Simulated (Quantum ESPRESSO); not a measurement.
# Li: valence-band photoemission, part 8 of 10

Wanted: projected DOS of Li, weighted into photoemission and X-ray emission spectra, at several levels of theory.

Quantum ESPRESSO 7.5; DFT, PBE, plane waves, ultrasoft GBRV pseudopotentials, scalar-relativistic (the session's first sound run).

So far. Step 6 (With LDA: self-consistent run): The run ends at a pressure of -1.57 GPa. Step 9 (With LDA: bands): Of the bands kept, 1 crosses the Fermi level on this path.

## 10. Other settings: self-consistent run: ecutrho = 480.0 and diagonalization = "rmm-davidson"

This step: DFT, PBE, plane waves, ultrasoft GBRV pseudopotentials, scalar-relativistic; changed: ecutrho = 480.0, diagonalization = "rmm-davidson" (Quantum ESPRESSO 7.5).

Some settings are changed to see whether the read-outs move.

Input file scf.in:

```
&control
  calculation = 'scf'
  prefix = 'pes'
  outdir = './tmp'
  pseudo_dir = './pp'
  tprnfor = .true.
  tstress = .true.
/
&system
  ibrav = 0
  nat = 1
  ntyp = 1
  ecutwfc = 40.0
  ecutrho = 480.0
  occupations = 'smearing'
  nbnd = 10
  smearing = 'fd'
  degauss = 0.00367
/
&electrons
  conv_thr = 6e-09
  mixing_beta = 0.5
  electron_maxstep = 120
  diagonalization = 'rmm-davidson'
/
ATOMIC_SPECIES
Li 6.9400 li_pbe_v1.4.uspp.F.UPF
CELL_PARAMETERS angstrom
 -1.754650000 1.754650000 1.754650000
 1.754650000 -1.754650000 1.754650000
 1.754650000 1.754650000 -1.754650000
ATOMIC_POSITIONS crystal
Li 0.000000000 0.000000000 0.000000000
K_POINTS automatic
16 16 16 0 0 0
```

The run is started by

```console
$ OMP_NUM_THREADS=1 mpirun -n 4 pw.x -nk 4 -in scf.in > scf.out
```

Output:

```text
[banner, memory and clock lines left out]
Program PWSCF v.7.5 starts

          URL

     Message from routine setup:
     using ibrav=0 with symmetry is DISCOURAGED, use correct ibrav instead

     G-vector sticks info

     bravais-lattice index     =            0
     lattice parameter (alat)  =       5.7431  a.u.
     unit-cell volume          =     145.8237 (a.u.)^3
     number of atoms/cell      =            1
     number of atomic types    =            1
     number of electrons       =         3.00
     number of Kohn-Sham states=           10
     kinetic-energy cutoff     =      40.0000  Ry
     charge density cutoff     =     480.0000  Ry
     scf convergence threshold =      6.0E-09
     mixing beta               =       0.5000
     number of iterations used =            8  plain     mixing
     Exchange-correlation=  SLA  PW   PBX  PBC
                           (   1   4   3   4   0   0   0)

     celldm(1)=   5.743148  celldm(2)=   0.000000  celldm(3)=   0.000000
     celldm(4)=   0.000000  celldm(5)=   0.000000  celldm(6)=   0.000000

     crystal axes: (cart. coord. in units of alat)
               a(1) = (  -0.577350   0.577350   0.577350 )
               a(2) = (   0.577350  -0.577350   0.577350 )
               a(3) = (   0.577350   0.577350  -0.577350 )

     reciprocal axes: (cart. coord. in units 2 pi/alat)
               b(1) = ( -0.000000  0.866025  0.866025 )
               b(2) = (  0.866025 -0.000000  0.866025 )
               b(3) = (  0.866025  0.866025  0.000000 )

     PseudoPot. # 1 for Li read from file:
     ./pp/li_pbe_v1.4.uspp.F.UPF
     Pseudo is Ultrasoft, Zval =  3.0
     Generated by new atomic code, or converted to UPF format
     Using radial grid of  751 points,  5 beta functions with:
                l(1) =   0
                l(2) =   0
                l(3) =   0
                l(4) =   1
                l(5) =   1
     Q(r) pseudized with 10 coefficients,  rinner =    1.150   1.150   1.150

     atomic species   valence    mass     pseudopotential
     Li                3.00     6.94000     Li( 1.00)

     48 Sym. Ops., with inversion, found

   Cartesian axes

     site n.     atom                  positions (alat units)
         1        Li     tau(   1) = (   0.0000000   0.0000000   0.0000000  )

     number of k points=   145  Fermi-Dirac smearing, width (Ry)=  0.0037

     Number of k-points >= 100: set verbosity='high' to print them.

     Dense  grid:    25939 G-vectors     FFT dimensions: (  45,  45,  45)

     Smooth grid:     5017 G-vectors     FFT dimensions: (  24,  24,  24)

     Initial potential from superposition of free atoms

     starting charge       2.5493, renormalised to       3.0000
     Starting wfcs are    5 randomized atomic wfcs +    5 random wfcs

     per-process dynamical memory:    21.8 Mb

     Self-consistent Calculation

     iteration #  1     ecut=    40.00 Ry     beta= 0.50
     Davidson diagonalization with overlap
     ethr =  1.00E-02,  avg # of iterations =  7.0

     total energy              =     -14.48795853 Ry
     estimated scf accuracy    <       0.16653762 Ry

     iteration #  2     ecut=    40.00 Ry     beta= 0.50
     Davidson diagonalization with overlap
     ethr =  5.55E-03,  avg # of iterations =  1.0

     total energy              =     -14.46859432 Ry
     estimated scf accuracy    <       0.03109589 Ry

     iteration #  3     ecut=    40.00 Ry     beta= 0.50
     RMM-DIIS diagonalization
     ethr =  1.04E-03,  avg # of iterations =  2.5

     total energy              =     -14.47165001 Ry
     estimated scf accuracy    <       0.00011081 Ry

     iteration #  4     ecut=    40.00 Ry     beta= 0.50
     RMM-DIIS diagonalization
     ethr =  3.69E-06,  avg # of iterations =  4.4

     total energy              =     -14.47193291 Ry
     estimated scf accuracy    <       0.00000576 Ry

     iteration #  5     ecut=    40.00 Ry     beta= 0.50
     Davidson diagonalization with overlap
     ethr =  1.92E-07,  avg # of iterations =  5.5

     total energy              =     -14.47194062 Ry
     estimated scf accuracy    <       0.00000048 Ry

     iteration #  6     ecut=    40.00 Ry     beta= 0.50
     RMM-DIIS diagonalization
     ethr =  1.59E-08,  avg # of iterations =  2.7

     total energy              =     -14.47194007 Ry
     estimated scf accuracy    <       0.00000312 Ry

     iteration #  7     ecut=    40.00 Ry     beta= 0.50
     RMM-DIIS diagonalization
     ethr =  1.59E-08,  avg # of iterations =  2.6

     End of self-consistent calculation

     Number of k-points >= 100: set verbosity='high' to print the bands.

     the Fermi energy is     0.7364 ev

!    total energy              =     -14.47194022 Ry
     estimated scf accuracy    <          5.0E-09 Ry
     smearing contrib. (-TS)   =      -0.00031532 Ry
     internal energy E=F+TS    =     -14.47162490 Ry

     The total energy is F=E-TS. E is the sum of the following terms:
     one-electron contribution =      -9.87245806 Ry
     hartree contribution      =       3.70794132 Ry
     xc contribution           =      -3.36817599 Ry
     ewald contribution        =      -4.93893217 Ry

     convergence has been achieved in   7 iterations

     Forces acting on atoms (cartesian axes, Ry/au):

     atom    1 type  1   force =     0.00000000    0.00000000    0.00000000

     Total force =     0.000000     Total SCF correction =     0.000000

     Computing stress (Cartesian axis) and pressure

          total   stress  (Ry/bohr**3)                   (kbar)     P=       -7.77
  -0.00005279  -0.00000000  -0.00000000           -7.77       -0.00       -0.00
  -0.00000000  -0.00005279  -0.00000000           -0.00       -7.77       -0.00
  -0.00000000  -0.00000000  -0.00005279           -0.00       -0.00       -7.77

     XML data file, charge density, pseudopotentials, collected wavefunctions

                                        0.00s GPU  (    1185 calls)
```

It took 5.5 s on 4 MPI ranks of Intel Xeon 6975P-C (Granite Rapids), shared host; 21 s of CPU time.

This step gave:

| Property | Result |
| --- | --- |
| free energy | -196.9008 eV |
| Fermi energy | 0.7364 eV |
| pressure | -0.7770 GPa |

Against step 2 (now other density grid and other solver), the free energy stays within 0.05 meV an atom and the pressure goes from -0.806 GPa to -0.777 GPa.

## 11. Other settings: levels for the DOS: ecutrho = 480.0 and diagonalization = "rmm-davidson"

The levels for the density of states are solved on the fixed potential, without another SCF cycle.

Input file nscf.in:

```
&control
  calculation = 'nscf'
  prefix = 'pes'
  outdir = './tmp'
  pseudo_dir = './pp'
  verbosity = 'high'
/
&system
  ibrav = 0
  nat = 1
  ntyp = 1
  ecutwfc = 40.0
  ecutrho = 480.0
  occupations = 'smearing'
  nbnd = 10
  smearing = 'fd'
  degauss = 0.00367
/
&electrons
  conv_thr = 6e-09
  mixing_beta = 0.5
  electron_maxstep = 120
  diagonalization = 'rmm-davidson'
  diago_full_acc = .true.
/
ATOMIC_SPECIES
Li 6.9400 li_pbe_v1.4.uspp.F.UPF
CELL_PARAMETERS angstrom
 -1.754650000 1.754650000 1.754650000
 1.754650000 -1.754650000 1.754650000
 1.754650000 1.754650000 -1.754650000
ATOMIC_POSITIONS crystal
Li 0.000000000 0.000000000 0.000000000
K_POINTS automatic
24 24 24 0 0 0
```

The run is started by

```console
$ OMP_NUM_THREADS=1 mpirun -n 4 pw.x -nk 4 -in nscf.in > nscf.out
```

Output:

```text
[banner, memory and clock lines left out]
Program PWSCF v.7.5 starts

          URL

     Atomic positions and unit cell read from directory:
     ./tmp/pes.save/

     Message from routine setup:
     using ibrav=0 with symmetry is DISCOURAGED, use correct ibrav instead

     G-vector sticks info

     bravais-lattice index     =            0
     lattice parameter (alat)  =       5.7431  a.u.
     unit-cell volume          =     145.8237 (a.u.)^3
     number of atoms/cell      =            1
     number of atomic types    =            1
     number of electrons       =         3.00
     number of Kohn-Sham states=           10
     kinetic-energy cutoff     =      40.0000  Ry
     charge density cutoff     =     480.0000  Ry
     Exchange-correlation=  SLA  PW   PBX  PBC
                           (   1   4   3   4   0   0   0)

     celldm(1)=   5.743148  celldm(2)=   0.000000  celldm(3)=   0.000000
     celldm(4)=   0.000000  celldm(5)=   0.000000  celldm(6)=   0.000000

     crystal axes: (cart. coord. in units of alat)
               a(1) = (  -0.577350   0.577350   0.577350 )
               a(2) = (   0.577350  -0.577350   0.577350 )
               a(3) = (   0.577350   0.577350  -0.577350 )

     reciprocal axes: (cart. coord. in units 2 pi/alat)
               b(1) = ( -0.000000  0.866025  0.866025 )
               b(2) = (  0.866025 -0.000000  0.866025 )
               b(3) = (  0.866025  0.866025  0.000000 )

     PseudoPot. # 1 for Li read from file:
     ./pp/li_pbe_v1.4.uspp.F.UPF
     Pseudo is Ultrasoft, Zval =  3.0
     Generated by new atomic code, or converted to UPF format
     Using radial grid of  751 points,  5 beta functions with:
                l(1) =   0
                l(2) =   0
                l(3) =   0
                l(4) =   1
                l(5) =   1
     Q(r) pseudized with 10 coefficients,  rinner =    1.150   1.150   1.150

     atomic species   valence    mass     pseudopotential
     Li                3.00     6.94000     Li( 1.00)

     48 Sym. Ops., with inversion, found

                                    s                        frac. trans.

      isym =  1     identity

 cryst.   s( 1) = (     1          0          0      )
                  (     0          1          0      )
                  (     0          0          1      )

 cart.    s( 1) = (  1.0000000  0.0000000  0.0000000 )
                  (  0.0000000  1.0000000 -0.0000000 )
                  ( -0.0000000 -0.0000000  1.0000000 )

      isym =  2     180 deg rotation - cart. axis [0,0,1]

 cryst.   s( 2) = (     0          1          0      )
                  (     1          0          0      )
                  (    -1         -1         -1      )

 cart.    s( 2) = ( -1.0000000 -0.0000000  0.0000000 )
                  ( -0.0000000 -1.0000000 -0.0000000 )
                  (  0.0000000  0.0000000  1.0000000 )

      isym =  3     180 deg rotation - cart. axis [0,1,0]

 cryst.   s( 3) = (     0          0          1      )
                  (    -1         -1         -1      )
                  (     1          0          0      )

 cart.    s( 3) = ( -1.0000000  0.0000000 -0.0000000 )
                  ( -0.0000000  1.0000000  0.0000000 )
                  (  0.0000000 -0.0000000 -1.0000000 )

      isym =  4     180 deg rotation - cart. axis [1,0,0]

 cryst.   s( 4) = (    -1         -1         -1      )
                  (     0          0          1      )
                  (     0          1          0      )

 cart.    s( 4) = (  1.0000000 -0.0000000 -0.0000000 )
                  (  0.0000000 -1.0000000  0.0000000 )
                  ( -0.0000000  0.0000000 -1.0000000 )

      isym =  5     180 deg rotation - cart. axis [1,1,0]

 cryst.   s( 5) = (    -1          0          0      )
[...]
cart.    s( 5) = (  0.0000000  1.0000000 -0.0000000 )
[...]
isym =  6     180 deg rotation - cart. axis [1,-1,0]

 cryst.   s( 6) = (     0         -1          0      )
[...]
cart.    s( 6) = ( -0.0000000 -1.0000000 -0.0000000 )
[...]
isym =  7      90 deg rotation - cart. axis [0,0,-1]

 cryst.   s( 7) = (     1          1          1      )
[...]
cart.    s( 7) = ( -0.0000000  1.0000000  0.0000000 )
[...]
isym =  8      90 deg rotation - cart. axis [0,0,1]

 cryst.   s( 8) = (     0          0         -1      )
[...]
cart.    s( 8) = (  0.0000000 -1.0000000  0.0000000 )
[...]
isym =  9     180 deg rotation - cart. axis [1,0,1]

 cryst.   s( 9) = (    -1          0          0      )
[...]
cart.    s( 9) = (  0.0000000 -0.0000000  1.0000000 )
[...]
isym = 10     180 deg rotation - cart. axis [-1,0,1]

 cryst.   s(10) = (     0          0         -1      )
[...]
cart.    s(10) = (  0.0000000 -0.0000000 -1.0000000 )
[...]
isym = 11      90 deg rotation - cart. axis [0,1,0]

 cryst.   s(11) = (     1          1          1      )
[...]
cart.    s(11) = ( -0.0000000  0.0000000  1.0000000 )
[...]
isym = 12      90 deg rotation - cart. axis [0,-1,0]

 cryst.   s(12) = (     0         -1          0      )
[...]
cart.    s(12) = (  0.0000000  0.0000000 -1.0000000 )
[...]
isym = 13     180 deg rotation - cart. axis [0,1,1]

 cryst.   s(13) = (     1          1          1      )
[...]
cart.    s(13) = ( -1.0000000  0.0000000  0.0000000 )
[...]
isym = 14     180 deg rotation - cart. axis [0,1,-1]

 cryst.   s(14) = (    -1          0          0      )
[...]
cart.    s(14) = ( -1.0000000  0.0000000 -0.0000000 )
[...]
isym = 15      90 deg rotation - cart. axis [-1,0,0]

 cryst.   s(15) = (     0         -1          0      )
[...]
cart.    s(15) = (  1.0000000 -0.0000000  0.0000000 )
[...]
isym = 16      90 deg rotation - cart. axis [1,0,0]

 cryst.   s(16) = (     0          0         -1      )
[...]
cart.    s(16) = (  1.0000000  0.0000000 -0.0000000 )
[...]
isym = 17     120 deg rotation - cart. axis [-1,-1,-1]

 cryst.   s(17) = (     0          0          1      )
[...]
cart.    s(17) = ( -0.0000000  1.0000000  0.0000000 )
[...]
isym = 18     120 deg rotation - cart. axis [-1,1,1]

 cryst.   s(18) = (     1          0          0      )
[...]
Computing kpt #:    11  of   104 on this pool

     Computing kpt #:    12  of   104 on this pool

     Computing kpt #:    13  of   104 on this pool

     Computing kpt #:    14  of   104 on this pool

     Computing kpt #:    15  of   104 on this pool

     Computing kpt #:    16  of   104 on this pool

[...]
Computing kpt #:    97  of   104 on this pool

     Computing kpt #:    98  of   104 on this pool

     Computing kpt #:    99  of   104 on this pool

     Computing kpt #:   100  of   104 on this pool

     Computing kpt #:   101  of   104 on this pool

     Computing kpt #:   102  of   104 on this pool

     Computing kpt #:   103  of   104 on this pool

     Computing kpt #:   104  of   104 on this pool

     ethr =  2.00E-10,  avg # of iterations = 28.8

     End of band structure calculation

          k = 0.0000 0.0000 0.0000 (   627 PWs)   bands (ev):

   -45.8766  -2.7400  14.7004  14.7004  14.7004  19.3532  19.3532  19.3532
    20.2895  20.2895

     occupation numbers
     1.0000   1.0000   0.0000   0.0000   0.0000   0.0000   0.0000   0.0000
     0.0000   0.0000

          k = 0.0361 0.0361 0.0000 (   623 PWs)   bands (ev):

   -45.8763  -2.7079  14.4908  14.5326  14.6461  18.7351  18.8274  19.6035
    19.8157  19.8654

     occupation numbers
     1.0000   1.0000   0.0000   0.0000   0.0000   0.0000   0.0000   0.0000
     0.0000   0.0000

          k = 0.0722 0.0722 0.0000 (   621 PWs)   bands (ev):

   -45.8756  -2.6115  13.8488  14.1133  14.4864  17.8156  18.0201  19.4082
    20.0983  20.2700

     occupation numbers
     1.0000   1.0000   0.0000   0.0000   0.0000   0.0000   0.0000   0.0000
     0.0000   0.0000

          k = 0.1083 0.1083 0.0000 (   625 PWs)   bands (ev):

   -45.8744  -2.4506  12.8331  13.5827  14.2341  17.2380  17.2449  19.2006
    20.5383  21.2123

     occupation numbers
     1.0000   1.0000   0.0000   0.0000   0.0000   0.0000   0.0000   0.0000
     0.0000   0.0000

          k = 0.1443 0.1443 0.0000 (   625 PWs)   bands (ev):

   -45.8729  -2.2254  11.6123  13.0323  13.9161  16.5395  16.9301  19.1842
    21.1158  22.3386

     occupation numbers
     1.0000   1.0000   0.0000   0.0000   0.0000   0.0000   0.0000   0.0000
     0.0000   0.0000

          k = 0.1804 0.1804 0.0000 (   625 PWs)   bands (ev):

   -45.8711  -1.936
[... cut ...]
9   2.4197   3.5574   6.6254  10.8912  18.4930  19.2958  19.9420
    24.3958  26.3670

     occupation numbers
     1.0000   0.0000   0.0000   0.0000   0.0000   0.0000   0.0000   0.0000
     0.0000   0.0000

          k = 0.5774 0.2887 0.2887 (   610 PWs)   bands (ev):

   -45.8598   3.0049   3.0049   6.4874  10.8725  19.1300  19.1300  19.4671
    25.4320  25.4320

     occupation numbers
     1.0000   0.0000   0.0000   0.0000   0.0000   0.0000   0.0000   0.0000
     0.0000   0.0000

          k = 0.0722 0.0722 0.0722 (   624 PWs)   bands (ev):

   -45.8751  -2.5472  13.6098  13.9742  13.9742  17.6424  17.6424  20.0900
    20.0900  20.8623

     occupation numbers
     1.0000   1.0000   0.0000   0.0000   0.0000   0.0000   0.0000   0.0000
[...]
k = 0.1083 0.1083 0.0722 (   628 PWs)   bands (ev):

[...]
occupation numbers
[...]
k = 0.1443 0.1443 0.0722 (   622 PWs)   bands (ev):

[...]
occupation numbers
[...]
k = 0.1804 0.1804 0.0722 (   624 PWs)   bands (ev):

[...]
occupation numbers
[...]
k = 0.2165 0.2165 0.0722 (   624 PWs)   bands (ev):

[...]
occupation numbers
[...]
k = 0.2526 0.2526 0.0722 (   622 PWs)   bands (ev):

[...]
occupation numbers
[...]
k = 0.2887 0.2887 0.0722 (   622 PWs)   bands (ev):

[...]
occupation numbers
[...]
k = 0.3248 0.3248 0.0722 (   626 PWs)   bands (ev):

[...]
occupation numbers
[...]
k = 0.3608 0.3608 0.0722 (   626 PWs)   bands (ev):

[...]
occupation numbers
[...]
k =-0.0000-0.0361 0.1083 (   623 PWs)   bands (ev):

[...]
k = 0.0000-0.0722 0.1443 (   629 PWs)   bands (ev):

[...]
k = 0.0361-0.0361 0.1443 (   629 PWs)   bands (ev):

[...]
k = 0.0000-0.1083 0.1804 (   627 PWs)   bands (ev):

[...]
k = 0.0361-0.0722 0.1804 (   627 PWs)   bands (ev):

[...]
k = 0.4330 0.2887 0.2165 (   618 PWs)   bands (ev):

[...]
k = 0.4691 0.3248 0.2165 (   618 PWs)   bands (ev):

[...]
k = 0.5052 0.3608 0.2165 (   616 PWs)   bands (ev):

[...]
k =-0.0000-0.1443 0.2165 (   625 PWs)   bands (ev):

[...]
k = 0.0361-0.1083 0.2165 (   625 PWs)   bands (ev):

[...]
k = 0.0722-0.0722 0.2165 (   625 PWs)   bands (ev):

[...]
k = 0.4330 0.2526 0.2526 (   621 PWs)   bands (ev):

[...]
k = 0.4691 0.2887 0.2526 (   618 PWs)   bands (ev):

[...]
k = 0.5052 0.3248 0.2526 (   619 PWs)   bands (ev):

[...]
k = 0.0000-0.1804 0.2526 (   625 PWs)   bands (ev):

[...]
k = 0.0361-0.1443 0.2526 (   625 PWs)   bands (ev):

[...]
k = 0.0722-0.1083 0.2526 (   623 PWs)   bands (ev):

[...]
k = 0.5052 0.2887 0.2887 (   621 PWs)   bands (ev):

[...]
k = 0.5413 0.3248 0.2887 (   619 PWs)   bands (ev):

[...]
k = 0.0000-0.2165 0.2887 (   623 PWs)   bands (ev):

[...]
k = 0.0361-0.1804 0.2887 (   620 PWs)   bands (ev):

[...]
k = 0.0722-0.1443 0.2887 (   622 PWs)   bands (ev):

[...]
k = 0.1083-0.1083 0.2887 (   620 PWs)   bands (ev):

[...]
k =-0.0000-0.2526 0.3248 (   625 PWs)   bands (ev):

[...]
k = 0.0361-0.2165 0.3248 (   624 PWs)   bands (ev):

[...]
occupation numbers
[...]
k = 0.0722-0.1804 0.3248 (   624 PWs)   bands (ev):

[...]
occupation numbers
[...]
k = 0.1083-0.1443 0.3248 (   621 PWs)   bands (ev):

[...]
occupation numbers
[...]
k =-0.0000-0.2887 0.3608 (   627 PWs)   bands (ev):

[...]
occupation numbers
[...]
k = 0.0361-0.2526 0.3608 (   626 PWs)   bands (ev):

   -45.8641  -0.3524   6.2208  10.4983  12.3276  15.2563  16.5379  20.4894
    24.4075  25.9720

     occupation numbers
     1.0000   1.0000   0.0000   0.0000   0.0000   0.0000   0.0000   0.0000
     0.0000   0.0000

          k = 0.0722-0.2165 0.3608 (   620 PWs)   bands (ev):

   -45.8645  -0.4969   6.7964   9.9615  12.3108  15.8379  16.6615  20.3084
    24.3588  25.2727

     occupation numbers
     1.0000   1.0000   0.0000   0.0000   0.0000   0.0000   0.0000   0.0000
     0.0000   0.0000

          k = 0.1083-0.1804 0.3608 (   624 PWs)   bands (ev):

   -45.8647  -0.5838   7.3582   9.3545  12.3594  15.8874  17.1366  20.4173
    23.9022  24.8554

     occupation numbers
     1.0000   1.0000   0.0000   0.0000   0.0000   0.0000   0.0000   0.0000
     0.0000   0.0000

          k = 0.1443-0.1443 0.3608 (   624 PWs)   bands (ev):

   -45.8648  -0.6128   7.6665   9.0218  12.3865  15.8637  17.3384  20.5776
    23.5060  24.8126

     occupation numbers
     1.0000   1.0000   0.0000   0.0000   0.0000   0.0000   0.0000   0.0000
     0.0000   0.0000

          k = 0.0000-0.3248 0.3969 (   624 PWs)   bands (ev):

   -45.8625   0.3780   4.7755  10.5671  12.2
```

The job ended after 8.1 s (4 MPI ranks).

This step gave:

- Fermi energy: 0.7537 eV

(Continued in part 9 of 10.)

[Logs are printed without paths, hosts, clocks, repeated set-up lines and the standing remarks that a program may print on its own settings, such as how far it seeks lower states.]

[Hosts, paths, dates, database ids (printed as entryN), source tags and the programs' standing remarks are cut or masked in the printed files.]

[Maps of the electrostatic potential energy from Ansatz leave out the sawtooth potential of an applied field or a dipole correction, so their vacuum need not be flat; work functions include it.]

[Peak lists hold at most the 14 tallest peaks of each spectrum; further lines can be left out.]
